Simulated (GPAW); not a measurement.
# C K-edge XANES of TiC (Fm-3m), part 2 of 3

Aim: the dependence of the C K near-edge features of TiC (Fm-3m) on volume.

GPAW 26.7.0; X-ray absorption from dipole matrix elements to empty bands, plane-wave PAW PBE.

So far. Step 2 (The field without a hole): The mesh shows no gap, so the system is treated as a metal and the core electron is put at the Fermi level (neutral cell).

The database entry behind the starting cell differs from later determinations by our own check (0.1 to 0.3 % short, probably kX units), so it need not match the best structure at ambient conditions.

## 4. Spectrum with XCH, C atom 2

The holes are 6.1 Å apart. In GPAW the data set carries the hole's charge, so charge=0 means a charged cell and charge=-1 a neutral one. The excited electron is kept in the cell, where it fills the lowest empty states and screens the hole. After the field has converged, empty bands are computed with the density fixed and the dipole matrix elements are summed.

The absorber has 6 Ti at 2.16 Å (octahedral, site symmetry m-3m).

File xas.py:

```python
import numpy as np
from ase import Atoms
from ase.parallel import parprint, paropen
from gpaw import GPAW, PW, FermiDirac, Mixer, MixerDif, setup_paths
from gpaw.test import gen
setup_paths.insert(0, '.')
gen('C', name='fch1s', xcname='PBE', corehole=(1, 0, 1), write_xml=True)
from gpaw.mpi import world
world.barrier()

atoms = Atoms('Ti8C8',
    cell=[[0, 4.3186, 4.3186],
     [4.3186, 0, 4.3186],
     [4.3186, 4.3186, 0]],
    scaled_positions=[[0, 0, 0],
     [0, 0, 0.5],
     [0, 0.5, 0],
     [0.5, 0, 0],
     [0, 0.5, 0.5],
     [0.5, 0, 0.5],
     [0.5, 0.5, 0],
     [0.5, 0.5, 0.5],
     [0.25, 0.25, 0.25],
     [0.25, 0.25, 0.75],
     [0.25, 0.75, 0.25],
     [0.75, 0.25, 0.25],
     [0.25, 0.75, 0.75],
     [0.75, 0.25, 0.75],
     [0.75, 0.75, 0.25],
     [0.75, 0.75, 0.75]],
    pbc=True)
atoms.calc = calc = GPAW(legacy_gpaw=True, mode=PW(430, force_complex_dtype=True), xc='PBE', setups={8: 'fch1s'},
    kpts={'size': (5, 5, 5), 'gamma': True}, occupations=FermiDirac(0.1),
    charge=-1, mixer=Mixer(0.1, 5, 50), maxiter=150,
    convergence={'density': 0.0001, 'eigenstates': 1e-6}, txt='scf.txt')
energy = atoms.get_potential_energy() + calc.get_reference_energy()
ef = calc.get_fermi_level()
out = dict(energy=energy, fermi=ef, forces=atoms.get_forces().tolist())
parprint(f'all-electron energy {energy:.4f} eV, Fermi level {ef:.4f} eV')
ev = np.array([[calc.get_eigenvalues(k, s) for k in range(len(calc.get_ibz_k_points()))] for s in range(calc.get_number_of_spins())])
out['homo'], out['lumo'], out['counts'] = ev[ev < ef].max(), ev[ev > ef].min(), sorted(set((ev < ef).sum((0, 2)).tolist()))
out['filled'] = (ev[:, 0] < ef).sum(1).tolist()

from ase.units import Ha
from gpaw.xas import dipole_matrix_elements
nb = int(calc.get_number_of_electrons() / 2) + 139
top, nb = nb, nb + 8 + nb // 12
nscf = calc.fixed_density(kpts={'size': (7, 7, 7), 'gamma': True}, nbands=nb,
    convergence={'bands': top, 'eigenstates': 5e-3}, maxiter=60, txt='nscf.txt')
cell = atoms.cell.array
ops = [cell.T @ U.T @ np.linalg.inv(cell.T) for U in nscf.wfs.kd.symmetry.op_scc]
E = np.arange(-6, 34, 0.1)
fwhm = np.interp(E, [4, 25], [0.9, 3.5])
Y, X, zero, highest = 0, 0, 1e9, 1e9
for spin in range(nscf.get_number_of_spins()):
    wfs = nscf.wfs
    mine = wfs.bd.get_slice()  # this rank's bands
    A = dipole_matrix_elements(wfs.setups[8])
    eps = np.zeros((wfs.kd.nibzkpts, nb))
    d = np.zeros((3, A.shape[1], wfs.kd.nibzkpts, nb), complex)
    for kpt in wfs.kpt_u:
        if kpt.s == spin and 8 in kpt.P_ani:
            eps[kpt.k, mine] = kpt.eps_n * Ha
            d[:, :, kpt.k, mine] = (kpt.weight * wfs.nspins / 2) ** 0.5 * np.inner(A, kpt.P_ani[8])
    world.sum(eps)
    world.sum(d)
    T = np.einsum('amkn,bmkn->abkn', d, d.conj()).real
    T = sum(np.einsum('ai,ijkn,bj->abkn', R, T, R) for R in ops) / len(ops)
    empty = eps > ef
    zero, highest = min(zero, eps[empty].min()), min(highest, eps[:, top - 1].min())
    lines = [(eps, T, empty)] if spin == 0 else lines + [(eps, T, empty)]
for eps, T, empty in lines:
    f = np.einsum('aakn->akn', T).reshape(3, -1)
    x = eps.ravel() - zero
    w = np.interp(x, E, fwhm) / 2.35482
    g = np.exp(-0.5 * ((E[:, None] - x) / w) ** 2) / (w * (2 * np.pi) ** 0.5)
    Y = Y + (f * empty.ravel()) @ g.T
    X = X + (f * ~empty.ravel()) @ g.T
out.update(E=E.round(2).tolist(), xas=Y.tolist(), xes=X.tolist(), zero=zero, valid=highest - zero, nk=len(eps), nb=nb)
for i in range(0, len(E), 10):
    parprint(f'{E[i]:7.2f}', *(f'{v:10.3e}' for v in Y[:, i]))
import json
with paropen('out.json', 'w') as f:
    json.dump(out, f)
```

The run is started by

```console
$ OMP_NUM_THREADS=1 mpirun -n 4 gpaw python xas.py
```

Numbers of over 12 decimals in the logs are rounded to 6 here.

The program printed:

```text
Input parameters:
  charge: -1
  convergence: {density: 0.0001,
                eigenstates: 1e-06}
  kpts: {gamma: True,
         size: (5, 5, 5)}
  maxiter: 150
  mixer: {backend: pulay,
          beta: 0.1,
          method: separate,
          nmaxold: 5,
          weight: 50}
  mode: {ecut: 430.0,
         force_complex_dtype: True,
         name: pw}
  occupations: {fixmagmom: False,
                name: fermi-dirac,
                width: 0.1}
  setups: {8: fch1s}
  xc: PBE

Initialize ...

[... PAW data sets ...]

Reference energy: -193708.767296  # eV

Spin-paired calculation

[... convergence settings ...]
Symmetries present (total): 24
  [... symmetry matrices ...]

125 k-points: 5 x 5 x 5 Monkhorst-Pack grid
10 k-points in the irreducible part of the Brillouin zone
       k-points in crystal coordinates                weights
   0:     0.00000000    0.00000000    0.00000000          1/125
   1:     0.20000000    0.20000000    0.00000000          6/125
   2:     0.20000000    0.20000000    0.20000000          8/125
   3:     0.40000000    0.20000000   -0.20000000         24/125
   4:     0.40000000    0.20000000    0.20000000         12/125
   5:     0.40000000    0.40000000   -0.40000000         24/125
   6:     0.40000000    0.40000000   -0.20000000         12/125
   7:     0.40000000    0.40000000    0.00000000          6/125
   8:     0.40000000    0.40000000    0.20000000         24/125
   9:     0.40000000    0.40000000    0.40000000          8/125

Wave functions: Plane wave expansion
  Cutoff energy: 430.000 eV
  Number of coefficients (min, max): 3244, 3287
  Pulay-stress correction: 0.000000 eV/Ang^3 (de/decut=0.000000)
  Using FFTW library
  Wavefunction extrapolation:
    Improved wavefunction reuse through dual PAW basis

Occupation numbers: Fermi-Dirac:
  width: 0.1000  # eV

Eigensolver
   Davidson(niter=2)

Densities:
  Coarse grid: 30*30*30 grid
  Fine grid: 60*60*60 grid
  Total Charge: 0.000000

Density mixing:
  Method: separate
  Backend: pulay
  Linear mixing parameter: 0.1
  old densities: 5
  Width of damping distribution: 1.1
  Damping of long wavelength oscillations: 50

[... Hamiltonian set-up ...]
Number of atoms: 16
Number of atomic orbitals: 136
Number of bands in calculation: 82
Number of valence electrons: 129
Bands to converge: occupied

... initialized

Initializing position-dependent things.

Density initialized from atomic densities
Creating initial wave functions:
  82 bands from LCAO basis set

                           C
                    C
                      C

               C    Ti    C
              Ti   C
               Ti   C
        Ti    C    Ti

            Ti
              Ti
       Ti

Atomic positions and initial magnetic moments

Positions:
   0 Ti     0.000000    0.000000    0.000000    ( 0.0000,  0.0000,  0.0000)
   1 Ti     2.159300    2.159300    0.000000    ( 0.0000,  0.0000,  0.0000)
   2 Ti     2.159300    0.000000    2.159300    ( 0.0000,  0.0000,  0.0000)
   3 Ti     0.000000    2.159300    2.159300    ( 0.0000,  0.0000,  0.0000)
   4 Ti     4.318600    2.159300    2.159300    ( 0.0000,  0.0000,  0.0000)
   5 Ti     2.159300    4.318600    2.159300    ( 0.0000,  0.0000,  0.0000)
   6 Ti     2.159300    2.159300    4.318600    ( 0.0000,  0.0000,  0.0000)
[...]
13 C      4.318600    6.477900    4.318600    ( 0.0000,  0.0000,  0.0000)
  14 C      4.318600    4.318600    6.477900    ( 0.0000,  0.0000,  0.0000)
  15 C      6.477900    6.477900    6.477900    ( 0.0000,  0.0000,  0.0000)

Unit cell:
           periodic     x           y           z      points  spacing
  1. axis:    yes    0.000000    4.318600    4.318600    30     0.1662
  2. axis:    yes    4.318600    0.000000    4.318600    30     0.1662
  3. axis:    yes    4.318600    4.318600    0.000000    30     0.1662

  Lengths:   6.107423   6.107423   6.107423
  Angles:   60.000000  60.000000  60.000000

Effective grid spacing dv^(1/3) = 0.1814

iter:   1  -183.453146
iter:   2  -167.139803   -0.35  -0.90
iter:   3  -155.038904   +0.49  -1.02
iter:   4  -155.759249   -0.52  -1.53
iter:   5  -156.127696   -1.46  -1.51
iter:   6  -156.202673   -0.94  -1.51
iter:   7  -156.258920   -1.79  -1.86
iter:   8  -156.235607c  -1.87  -1.79
iter:   9  -156.009868   -0.73  -1.85
iter:  10  -155.904905   -2.16  -2.21
iter:  11  -155.901614   -2.28  -2.50
iter:  12  -155.888352c  -3.08  -2.45
iter:  13  -155.889013c  -3.59  -2.89
iter:  14  -155.886580c  -3.22  -2.89
iter:  15  -155.886217c  -4.38  -3.05
iter:  16  -155.886363c  -4.24  -3.20
iter:  17  -155.886154c  -5.06  -3.55
iter:  18  -155.886128c  -5.37  -3.73
iter:  19  -155.886160c  -5.87  -3.91
iter:  20  -155.886153c  -6.06c -4.02c

Converged after 20 iterations.

Dipole moment: (-0.029256, -0.029256, -0.029256) |e|*Ang

Energy contributions relative to reference atoms: (reference = -193708.767296)

Kinetic:       +144.808579
Potential:     -158.924865
External:        +0.000000
XC:            -142.465160
Entropy (-ST):   -0.097076
Local:           +0.743830
SIC:             +0.000000
--------------------------
Free energy:   -155.934691
Extrapolated:  -155.886153

Showing only first 2 kpts
 Kpt  Band  Eigenvalues  Occupancy
  0    62     10.32313    1.82083
  0    63     10.32313    1.82083
  0    64     10.99491    0.02428
  0    65     10.99491    0.02428

  1    62      9.81686    1.99876
  1    63     10.40486    1.63556
  1    64     10.40487    1.63552
[...]
Fermi level: 10.55500

No gap
No difference between direct/indirect transitions

Forces in eV/Ang:
  0 Ti   -0.00000    0.00000   -0.00000
  1 Ti   -0.00000    0.00000   -0.06787
  2 Ti   -0.00000   -0.06787   -0.00000
  3 Ti   -0.06787    0.00000    0.00000
  4 Ti    0.06787    0.00000    0.00000
  5 Ti   -0.00000    0.06787   -0.00000
  6 Ti    0.00000    0.00000    0.06787
[...]
13 C    -0.00000    0.00000   -0.00000
 14 C     0.00000    0.00000    0.00000
 15 C     0.00000   -0.00000   -0.00000
Scalar-relativistic atomic PBE calculation for C (Carbon, Z=6)
Core hole in 1s state (1s occupation: 1.0)
300 radial gridpoints.
|------------------------------------------------|
|------------------------------------------------|
[... the atom generator's iteration count ...]

Energy contributions:
-------------------------
Kinetic:      +26.485384
XC:            -3.485579
Potential:    -49.578981
-------------------------
Total:        -26.579177

state      eigenvalue         ekin         rmax
-----------------------------------------------
1s^1.0 :   -12.360196    17.354082        0.168
2s^2.0 :    -1.099219     2.380344        1.061
2p^2.0 :    -0.784094     2.185307        0.924
-----------------------------------------------
(units: Bohr and Hartree)

Generating PAW setup
Kinetic energy of the core from tauc = 17.362309
Cutoffs:
rc(s)=1.200
rc(p)=1.200
rc(d)=1.200
rc(vbar)=1.080
rc(comp)=1.200
rc(nct)=1.200

Kinetic energy of the core states: 17.354082
Charge: 1.0
Core electrons: 1.0
Valence electrons: 4.0
Pseudo-core charge: 0.009353
Shape function alpha=6.944
Pseudo-electron charge 3.959458
state    eigenvalue         norm
--------------------------------
2s(2) :    -1.099219     1.082315
*s    :    -0.099219
2p(2) :    -0.784094     0.892738
*p    :     0.215906
*d    :     0.000000
--------------------------------

Diagonalizing with gridspacing h=0.050

state   all-electron     PAW
-------------------------------
2s:      -1.099219    -1.100079
2p:      -0.784094    -0.785584
*d:                   -0.070724
*f:                   -0.014625
-------------------------------
all-electron energy -193864.6534 eV, Fermi level 10.5550 eV
[...]
31.00  2.402e-04  2.402e-04  2.402e-04
  32.00  2.412e-04  2.412e-04  2.412e-04
  33.00  2.231e-04  2.231e-04  2.231e-04
```

Elapsed: 1.9 min, on 4 MPI ranks of Arm Neoverse V2, shared host; peak memory 0.41 GiB; 7.8 min of CPU time.

The C K spectrum, C atom 2, excited-electron core hole (neutral cell) (energy from the lowest empty level; intensity scaled to a mean of 1 over the first 20 eV):

| E (eV) | intensity |
| --- | --- |
| -2.0 | 0.00 |
| -1.5 | 0.00 |
| -1.0 | 0.00 |
| -0.5 | 0.04 |
| 0.0 | 0.28 |
| 0.5 | 0.64 |
| 1.0 | 0.80 |
| 1.5 | 0.94 |
| 2.0 | 1.29 |
| 2.5 | 1.88 |
| 3.0 | 2.65 |
| 3.5 | 2.23 |
| 4.0 | 1.23 |
| 4.5 | 0.98 |
| 5.0 | 0.78 |
| 5.5 | 0.89 |
| 6.0 | 1.21 |
| 6.5 | 1.40 |
| 7.0 | 1.22 |
| 7.5 | 0.70 |
| 8.0 | 0.26 |
| 8.5 | 0.12 |
| 9.0 | 0.15 |
| 9.5 | 0.26 |
| 10.0 | 0.44 |
| 10.5 | 0.67 |
| 11.0 | 0.91 |
| 11.5 | 1.12 |
| 12.0 | 1.31 |
| 12.5 | 1.51 |
| 13.0 | 1.72 |
| 13.5 | 1.86 |
| 14.0 | 1.83 |
| 14.5 | 1.61 |
| 15.0 | 1.32 |
| 15.5 | 1.05 |
| 16.0 | 0.82 |
| 16.5 | 0.65 |
| 17.0 | 0.54 |
| 17.5 | 0.49 |
| 18.0 | 0.49 |
| 18.5 | 0.50 |
| 19.0 | 0.50 |
| 19.5 | 0.50 |
| 20.0 | 0.48 |
| 20.5 | 0.47 |
| 21.0 | 0.45 |
| 21.5 | 0.42 |
| 22.0 | 0.39 |
| 22.5 | 0.35 |
| 23.0 | 0.32 |
| 23.5 | 0.29 |
| 24.0 | 0.28 |
| 24.5 | 0.27 |
| 25.0 | 0.27 |
| 25.5 | 0.29 |
| 26.0 | 0.32 |
| 26.5 | 0.37 |
| 27.0 | 0.43 |
| 27.5 | 0.51 |
| 28.0 | 0.60 |
| 28.5 | 0.69 |
| 29.0 | 0.78 |
| 29.5 | 0.86 |
| 30.0 | 0.93 |
| 30.5 | 0.99 |
| 31.0 | 1.03 |
| 31.5 | 1.04 |
| 32.0 | 1.03 |

Main maxima below 24 eV (height): 3.1 eV (2.71), 6.5 eV (1.40) and 13.7 eV (1.87). A K edge sees empty p states; the first features are C p mixed into the empty d states of the Ti neighbours, and the broad ones above probably into the cations' higher empty bands.

The total-energy difference is 288.05 eV. One term is added: -6.71 eV, since the hole is spin-paired here and a spin-polarised one costs that much less in the free atom (computed apart). The photon energy is then 281.34 eV. The functional leaves an error of a few eV in such absolute values.

## 5. Supercell without a hole, the energy reference

The cell changes for the next run, so it gets a reference energy of its own.

The cell differs from the one that the last finished run ended in (a 6.107 → 5.983 Å, b 6.107 → 5.983 Å, c 6.107 → 5.983 Å).

File scf.py:

```python
import numpy as np
from ase import Atoms
from ase.parallel import parprint, paropen
from gpaw import GPAW, PW, FermiDirac, Mixer, MixerDif, setup_paths
from gpaw.test import gen
setup_paths.insert(0, '.')
gen('C', name='nch1s', xcname='PBE', corehole=(1, 0, 0), write_xml=True)
from gpaw.mpi import world
world.barrier()

atoms = Atoms('Ti8C8',
    cell=[[0, 4.23044057, 4.23044057],
     [4.23044057, 0, 4.23044057],
     [4.23044057, 4.23044057, 0]],
    scaled_positions=[[0, 0, 0],
     [0, 0, 0.5],
     [0, 0.5, 0],
     [0.5, 0, 0],
     [0, 0.5, 0.5],
     [0.5, 0, 0.5],
     [0.5, 0.5, 0],
     [0.5, 0.5, 0.5],
     [0.25, 0.25, 0.25],
     [0.25, 0.25, 0.75],
     [0.25, 0.75, 0.25],
     [0.75, 0.25, 0.25],
     [0.25, 0.75, 0.75],
     [0.75, 0.25, 0.75],
     [0.75, 0.75, 0.25],
     [0.75, 0.75, 0.75]],
    pbc=True)
atoms.calc = calc = GPAW(legacy_gpaw=True, mode=PW(430, force_complex_dtype=True), xc='PBE', setups={8: 'nch1s'},
    kpts={'size': (5, 5, 5), 'gamma': True}, occupations=FermiDirac(0.1),
    charge=0, mixer=Mixer(0.1, 5, 50), maxiter=150,
    convergence={'density': 0.0001, 'eigenstates': 1e-6}, txt='scf.txt')
energy = atoms.get_potential_energy() + calc.get_reference_energy()
ef = calc.get_fermi_level()
out = dict(energy=energy, fermi=ef, forces=atoms.get_forces().tolist())
parprint(f'all-electron energy {energy:.4f} eV, Fermi level {ef:.4f} eV')
ev = np.array([[calc.get_eigenvalues(k, s) for k in range(len(calc.get_ibz_k_points()))] for s in range(calc.get_number_of_spins())])
out['homo'], out['lumo'], out['counts'] = ev[ev < ef].max(), ev[ev > ef].min(), sorted(set((ev < ef).sum((0, 2)).tolist()))
out['filled'] = (ev[:, 0] < ef).sum(1).tolist()
import json
with paropen('out.json', 'w') as f:
    json.dump(out, f)
```

The run is started by

```console
$ OMP_NUM_THREADS=1 mpirun -n 4 gpaw python scf.py
```

The program printed:

```text
Input parameters:
  convergence: {density: 0.0001,
                eigenstates: 1e-06}
  kpts: {gamma: True,
         size: (5, 5, 5)}
  maxiter: 150
  mixer: {backend: pulay,
          beta: 0.1,
          method: separate,
          nmaxold: 5,
          weight: 50}
  mode: {ecut: 430.0,
         force_complex_dtype: True,
         name: pw}
  occupations: {fixmagmom: False,
                name: fermi-dirac,
[...]
2s(2) :    -0.505334     1.046026
*s    :     0.494666
2p(2) :    -0.194204     0.955972
*p    :     0.805796
*d    :     0.000000
--------------------------------

Diagonalizing with gridspacing h=0.050

state   all-electron     PAW
-------------------------------
2s:      -0.505334    -0.505970
2p:      -0.194204    -0.194948
*d:                    0.044948
*f:                    0.074429
-------------------------------
all-electron energy -194151.9009 eV, Fermi level 11.1550 eV
[key lines of the parts left out:]
Converged after 27 iterations.
Dipole moment: (-0.000000, -0.000000, -0.000000) |e|*Ang
Free energy:   -138.801525
Fermi level: 11.15495
```

It took 43 s on 4 MPI ranks; peak memory 0.25 GiB.

Reference energy: -194151.901 eV with the cores included.

## 6. Spectrum with XCH, C atom 2

Shorter bonds are expected to push antibonding states and scattering resonances up, and longer ones down; the cell is scaled to test that.

Changed against the first core-hole run: volume scale from 1 to 0.94.

Changes to xas.py since step 4:

```diff
@@ -11,5 +11,5 @@
 atoms = Atoms('Ti8C8',
-    cell=[[0, 4.3186, 4.3186],
-     [4.3186, 0, 4.3186],
-     [4.3186, 4.3186, 0]],
+    cell=[[0, 4.23044057, 4.23044057],
+     [4.23044057, 0, 4.23044057],
+     [4.23044057, 4.23044057, 0]],
     scaled_positions=[[0, 0, 0],
@@ -45,3 +45,3 @@
 from gpaw.xas import dipole_matrix_elements
-nb = int(calc.get_number_of_electrons() / 2) + 139
+nb = int(calc.get_number_of_electrons() / 2) + 133
 top, nb = nb, nb + 8 + nb // 12
```

The run is started by

```console
$ OMP_NUM_THREADS=1 mpirun -n 4 gpaw python xas.py
```

The program printed:

```text
Input parameters:
  charge: -1
  convergence: {density: 0.0001,
                eigenstates: 1e-06}
  kpts: {gamma: True,
         size: (5, 5, 5)}
  maxiter: 150
  mixer: {backend: pulay,
          beta: 0.1,
          method: separate,
          nmaxold: 5,
          weight: 50}
  mode: {ecut: 430.0,
         force_complex_dtype: True,
         name: pw}
  occupations: {fixmagmom: False,
[...]
*p    :     0.215906
*d    :     0.000000
--------------------------------

Diagonalizing with gridspacing h=0.050

state   all-electron     PAW
-------------------------------
2s:      -1.099219    -1.100079
2p:      -0.784094    -0.785584
*d:                   -0.070724
*f:                   -0.014625
-------------------------------
all-electron energy -193863.9621 eV, Fermi level 11.3751 eV
[...]
32.00  2.289e-04  2.289e-04  2.289e-04
  33.00  2.361e-04  2.361e-04  2.361e-04
[key lines of the parts left out:]
Converged after 20 iterations.
Dipole moment: (-0.025480, -0.025480, -0.025480) |e|*Ang
Free energy:   -155.241226
Fermi level: 11.37515
```

Run time: 1.7 min. Hardware: 4 MPI ranks; peak memory 0.41 GiB.

| E (eV) | first run | this run |
| --- | --- | --- |
| -2.0 | 0.00 | 0.00 |
| -1.0 | 0.00 | 0.00 |
| 0.0 | 0.28 | 0.30 |
| 1.0 | 0.80 | 0.78 |
| 2.0 | 1.29 | 1.11 |
| 3.0 | 2.65 | 2.18 |
| 4.0 | 1.23 | 1.75 |
| 5.0 | 0.78 | 0.88 |
| 6.0 | 1.21 | 0.86 |
| 7.0 | 1.22 | 1.37 |
| 8.0 | 0.26 | 0.80 |
| 9.0 | 0.15 | 0.15 |
| 10.0 | 0.44 | 0.23 |
| 11.0 | 0.91 | 0.57 |
| 12.0 | 1.31 | 0.99 |
| 13.0 | 1.72 | 1.39 |
| 14.0 | 1.83 | 1.72 |
| 15.0 | 1.32 | 1.60 |
| 16.0 | 0.82 | 1.18 |
| 17.0 | 0.54 | 0.83 |
| 18.0 | 0.49 | 0.56 |
| 19.0 | 0.50 | 0.48 |
| 20.0 | 0.48 | 0.49 |
| 21.0 | 0.45 | 0.48 |
| 22.0 | 0.39 | 0.45 |
| 23.0 | 0.32 | 0.39 |
| 24.0 | 0.28 | 0.32 |
| 25.0 | 0.27 | 0.27 |
| 26.0 | 0.32 | 0.27 |
| 27.0 | 0.43 | 0.31 |
| 28.0 | 0.60 | 0.40 |
| 29.0 | 0.78 | 0.56 |
| 30.0 | 0.93 | 0.73 |
| 31.0 | 1.03 | 0.88 |
| 32.0 | 1.03 | 0.98 |

Against the first run the r.m.s. difference is 24 %. A shift of +0.4 eV leaves 12 %. The highest intensity below 16 eV goes from 3.1 eV (2.71) to 3.5 eV (2.68).

The photon energy of the zero moves by -0.11 eV.

## 7. Reference energy of the supercell

The cell changes for the next run, so it gets a reference energy of its own.

The cell differs from the one that the last finished run ended in (a 5.983 → 6.046 Å, b 5.983 → 6.046 Å, c 5.983 → 6.046 Å).

Changes to scf.py since step 5:

```diff
@@ -11,5 +11,5 @@
 atoms = Atoms('Ti8C8',
-    cell=[[0, 4.23044057, 4.23044057],
-     [4.23044057, 0, 4.23044057],
-     [4.23044057, 4.23044057, 0]],
+    cell=[[0, 4.2749748, 4.2749748],
+     [4.2749748, 0, 4.2749748],
+     [4.2749748, 4.2749748, 0]],
     scaled_positions=[[0, 0, 0],
```

The run is started by

```console
$ OMP_NUM_THREADS=1 mpirun -n 4 gpaw python scf.py
```

The program printed:

```text
Input parameters:
  convergence: {density: 0.0001,
                eigenstates: 1e-06}
  kpts: {gamma: True,
         size: (5, 5, 5)}
  maxiter: 150
  mixer: {backend: pulay,
          beta: 0.1,
          method: separate,
          nmaxold: 5,
          weight: 50}
  mode: {ecut: 430.0,
         force_complex_dtype: True,
         name: pw}
  occupations: {fixmagmom: False,
                name: fermi-dirac,
[...]
2s(2) :    -0.505334     1.046026
*s    :     0.494666
2p(2) :    -0.194204     0.955972
*p    :     0.805796
*d    :     0.000000
--------------------------------

Diagonalizing with gridspacing h=0.050

state   all-electron     PAW
-------------------------------
2s:      -0.505334    -0.505970
2p:      -0.194204    -0.194948
*d:                    0.044948
*f:                    0.074429
-------------------------------
all-electron energy -194152.4389 eV, Fermi level 10.7358 eV
[key lines of the parts left out:]
Converged after 20 iterations.
Dipole moment: (-0.000000, -0.000000, -0.000000) |e|*Ang
Free energy:   -139.340229
Fermi level: 10.73578
```

It took 33 s on 4 MPI ranks; peak memory 0.25 GiB; 2.2 min of CPU time.

Reference energy: -194152.439 eV with the cores included.

(Continued in part 3 of 3.)

[Banner, clock and machine lines of the logs are left out without a mark of their own.]

[Logs are printed without paths, hosts, clocks, repeated set-up lines and the standing remarks that a program may print on its own settings, such as how far it seeks lower states.]

[Hosts, paths, dates, database ids (printed as entryN), source tags and the programs' standing remarks are cut or masked in the printed files.]

[Lists of maxima count a maximum above −3 eV only where it reaches 4 % of the highest in the window and stands out from its surroundings by 2 % of it (1.5 % where it reaches 55 %); shoulders and weaker maxima are passed over, and of the rest the first, up to two pre-edge ones and the few strongest are named.]
